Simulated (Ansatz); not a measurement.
# Pt wire along [100], 12 atoms a period: bands along the axis, part 2 of 2

Wanted: the relaxed geometry and the bands of the Pt wire along [100], 12 atoms a period.

Ansatz 0.2.0; DFT PBE, plane waves, PAW; relaxation of a wire's period; PAW set soft_1 (the session's first sound run).

So far: The structure; Relaxation of atoms and period.

### 2. Relaxation of atoms and period (continued)

The steps of the relaxation:

| step | energy less that of the first step (eV) | largest force component (eV/Å) | pressure (GPa) | volume (Å³) |
| --- | --- | --- | --- | --- |
| 1 | 0.0000 | 1.2636 | -4.33 | 645.88 |
| 2 | -1.1199 | 0.7380 | 2.93 | 629.12 |
| 3 | -1.4664 | 0.2870 | -0.47 | 650.19 |
| 4 | -1.5375 | 0.0799 | -0.11 | 660.25 |
| 5 | -1.5422 | 0.0281 | 0.03 | 665.79 |
| 6 | -1.5433 | 0.0022 | -0.01 | 664.13 |
| 7* | -1.5460 | 0.0027 | -0.01 | 664.13 |

Relaxation steps marked * repeat the geometry before them on a plane-wave basis chosen anew for their cell, so energy and pressure can jump there.

The run keeps the 16 symmetry operations that it works with, so distortions that break them were not tested.

| cell as run | before | after | change |
| --- | --- | --- | --- |
| c (Å) | 3.970 | 4.082 | +2.8 % |

The atoms that moved most (Å, along periodic axes as changes of fractional coordinates times the final cell, across vacuum about the mean position):

| atom | dx | dy | dz | length |
| --- | --- | --- | --- | --- |
| Pt7 | 0.156 | 0.152 | 0.000 | 0.218 |
| Pt8 | 0.152 | 0.156 | 0.000 | 0.218 |
| Pt1 | 0.156 | -0.152 | 0.000 | 0.218 |
| Pt3 | 0.152 | -0.156 | 0.000 | 0.218 |
| Pt6 | -0.156 | 0.152 | 0.000 | 0.218 |
| Pt4 | -0.152 | 0.156 | 0.000 | 0.218 |
| Pt11 | -0.152 | -0.156 | 0.000 | 0.218 |
| Pt12 | -0.156 | -0.152 | 0.000 | 0.218 |

This step gave:

| Quantity | Value |
| --- | --- |
| energy at zero smearing | -150283.8585 eV |
| cell length along the wire | 4.082 Å |

The cell's length comes to 4.082 Å with spin left out.

### 3. The wire at its relaxed period

This step: DFT PBE, plane waves, PAW; bands of a perfect wire; PAW set soft_1 (Ansatz 0.2.0).

At the relaxed period the bands are computed along the axis; those that cross an energy going forward count the channels that a perfect wire would open there.

File input.yaml:

```yaml
crystal:
  lattice:
    - [12.755, 0.0, 0.0]
    - [0.0, 12.755, 0.0]
    - [0.0, 0.0, 4.0821889138]
  atoms:
    - { symbol: Pt, position: [0.278796125, 0.565862287, 0.0] }
    - { symbol: Pt, position: [0.419193425, 0.419193425, 0.0] }
    - { symbol: Pt, position: [0.434137713, 0.721203875, 0.0] }
    - { symbol: Pt, position: [0.565862287, 0.278796125, 0.0] }
    - { symbol: Pt, position: [0.580806575, 0.580806575, 0.0] }
    - { symbol: Pt, position: [0.721203875, 0.434137713, 0.0] }
    - { symbol: Pt, position: [0.278796125, 0.434137713, 0.5] }
    - { symbol: Pt, position: [0.434137713, 0.278796125, 0.5] }
    - { symbol: Pt, position: [0.419193425, 0.580806575, 0.5] }
    - { symbol: Pt, position: [0.580806575, 0.419193425, 0.5] }
    - { symbol: Pt, position: [0.565862287, 0.721203875, 0.5] }
    - { symbol: Pt, position: [0.721203875, 0.565862287, 0.5] }
kpoints:
  mp_grid: { grid: [1, 1, 20] }
  band_path: { path: ["Γ", Z], npoints: 90 }
scf:
  occupations: { method: fermi_dirac, width: 0.05 }
hamiltonian:
  xc: pbe
  pseudopotentials: { kind: paw, azcp: { folder: soft_1 } }
output:
  dos: { e_range: [-5, 4] }
  write_potential: true
  write_density: true
  volumetric_format: npy
```

Started as:

```
> ansatz run input.yaml --threads 4 --pin off --max-ram 16384MiB --backend cpu --events-out ev --progress --plain --runs-dir out
```

Numbers of over 12 decimals in the logs are rounded to 6 here.

Output:

```text
[...]
Crystal: 12 atoms, lattice volume = 664.131 Å³
Basis set: ecut = 420 eV, 13005 PW (Γ)
Bands: 130, of which v1, the nominal top of the filled ones, is band 108 counted from 1 (107 counted from 0)
Symmetry: 16 space group operations
[...]
k-points: 11 of 20
[...]
SCF iter   1: F=—  HF=-150287.644278 eV  |F-HF|=—  |Δ(HF+E_count)|=         —  Δρ=4.54e-2  dr2=1.30e1  ethr=3.10e-3  ⟨swp⟩=8.0  Hψ=5651  notcnv=0  defer=26
[...]
SCF iter   9: F=-150283.922048 eV  HF=-150283.922049 eV  |F-HF|=3.13e-8  |Δ(HF+E_count)|=   7.92e-7  Δρ=3.19e-6  dr2=9.18e-8  ethr=4.63e-11  ⟨swp⟩=13.2  Hψ=4863  notcnv=0
SCF 1 converged in 9 iterations: F = -150283.922048 eV  dr2 = 9.18e-8
[...]
NSCF: frozen V_eff on 91 k-points
WARN: The output density's exchange-correlation potential varies sharply where the density is thin. Do not read a vacuum level from v_tot or v_xc, or from such a field of the output density. On a cell that repeats whose density bears no net charge and no dipole along the vacuum's axis use v_es (v_loc + v_h of the components); under efield.dipole_correction with no amplitude use v_es + v_field, which holds any externa [...]
SCF converged after 9 iterations
Free energy (F): -150283.922048 eV
[...]
Internal energy: -150283.801026 eV  (E = F + TS)
E sigma→0 (E₀):  -150283.861537 eV
Entropy (-TS):   -0.121023 eV (-10.085 meV/atom)
Fermi energy:    2.657303 eV
[...]
--- Band table (eV; the first three rows and the last of 11) ---
  k-point 0: bands = [... 104 lower, 2.3229, 2.3565, 2.3565, 2.5601, 2.5601, 2.6347, 3.0213, 3.1978, ... 18 higher]
  k-point 1: bands = [... 104 lower, 2.2995, 2.3576, 2.3576, 2.6367, 2.6756, 2.6756, 3.0213, 3.0990, ... 18 higher]
  k-point 2: bands = [... 104 lower, 2.2977, 2.3392, 2.3392, 2.6423, 2.8335, 2.8335, 2.8549, 3.0216, ... 18 higher]
  k-point 10: bands = [... 104 lower, 2.3273, 2.3273, 2.7916, 2.7916, 2.8755, 2.8755, 3.1427, 3.1427, ... 18 higher]
```

Elapsed: 51 s, on 4 threads of AMD EPYC 9R14 (Zen 4), shared host; peak memory 4.1 GiB.

In the SCF lines HF is the Harris–Foulkes energy and dr2 the Hartree energy of the density residual, in eV; the loop may stop once dr2 is under the threshold and the program's other checks hold. Hψ counts applications of the Hamiltonian.

This step gave:

| Property | Result |
| --- | --- |
| energy at zero smearing | -150283.8615 eV |
| band gap | 0 eV |

Electronic bands along the path, in eV, zero at the Fermi level:

| point | band 104 | band 105 | band 106 | band 107 | band 108 | band 109 | band 110 | band 111 |
| --- | --- | --- | --- | --- | --- | --- | --- | --- |
| Γ | -0.33 | -0.30 | -0.30 | -0.10 | -0.10 | -0.02 | 0.36 | 0.54 |
| halfway | -0.39 | -0.34 | -0.34 | -0.29 | 0.11 | 0.35 | 0.35 | 0.38 |
| Z | -0.33 | -0.33 | 0.13 | 0.13 | 0.22 | 0.22 | 0.49 | 0.49 |

Between Γ and Z the bands cross the Fermi level 10 times, so a perfect wire would conduct at least 10 G₀, with spin left out.

### 4. What came out

- cell length, PBE: 4.082 Å
- ballistic conductance by band crossings, a lower bound, PBE: 10 G₀

In words: Under PBE the cell's length is 4.08 Å, and the bands cross the Fermi level 10 times between Γ and Z, which gives a perfect wire at least 10 G₀ (opposite crossings within one step of the path cancel in such a count). No spin was allowed, though thin wires with open d shells can turn magnetic. Spin-orbit coupling is left out, which matters for the bands of heavy atoms.

[Logs are printed without paths, hosts, clocks, repeated set-up lines and the standing remarks that a program may print on its own settings, such as how far it seeks lower states.]

[Hosts, paths, dates, database ids (printed as entryN), source tags and the programs' standing remarks are cut or masked in the printed files.]
